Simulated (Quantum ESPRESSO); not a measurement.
Computed results, one entry a study.

```xyz
6
Lattice="3.320 0.000 0.000 0.000 4.540 0.000 -2.787 0.000 4.559" Properties=species:S:1:pos:R:3 pbc="T T T" subject="CuF2: non-collinear starts" method="LDA with U = 6 eV on Cu d (ortho-atomic projectors); plane waves with GBRV 1.5 LDA potentials, no spin-orbit coupling (and 1 further level or step)" program="Quantum ESPRESSO 7.5" settings_of_one_run="GBRV 1.5 LDA, potential files F: f_lda_v1.4.uspp.F.UPF, Cu: cu_lda_v1.2.uspp.F.UPF, cutoff 462.59 eV, 5×3×3 k-mesh, 88 bands, fermi-dirac occupations, smearing width 0.1 eV, SCF threshold 6.00e-8, symmetry off, Hubbard form dudarev, Hubbard projectors ortho-atomic, starting moments 1 1 0 0 0 0 μB" cost="4 runs, 35 min in all on 4 MPI ranks of Arm Neoverse V1, shared host (the runs of this entry)" notes="Without spin–orbit coupling only the angles between moments matter. The cell holds only so many moments, so longer spirals cannot form in it." lowest_start="collinear alternating and random 2" its_final_state="antiferromagnetic" its_moments="0.788 μB" its_net_moment="0 μB a cell"
Cu    0.000    0.000    0.000
Cu   -1.393    2.270    2.279
F     0.014    1.362    1.368
F     1.913    3.632    0.912
F     0.519    3.178    3.191
F    -1.380    0.908    3.647
```

[Logs and program files are shortened in this print: banners, set-up blocks, solver, clock and traceback lines can be left out without a mark of their own.]

[Logs are printed without paths, hosts, clocks, repeated set-up lines and the standing remarks that a program may print on its own settings, such as how far it seeks lower states.]

[Hosts, paths, dates, database ids (printed as entryN), source tags and the programs' standing remarks are cut or masked in the printed files.]

[Where a cell is said to come from a database of computed structures, the database is the Materials Project.]
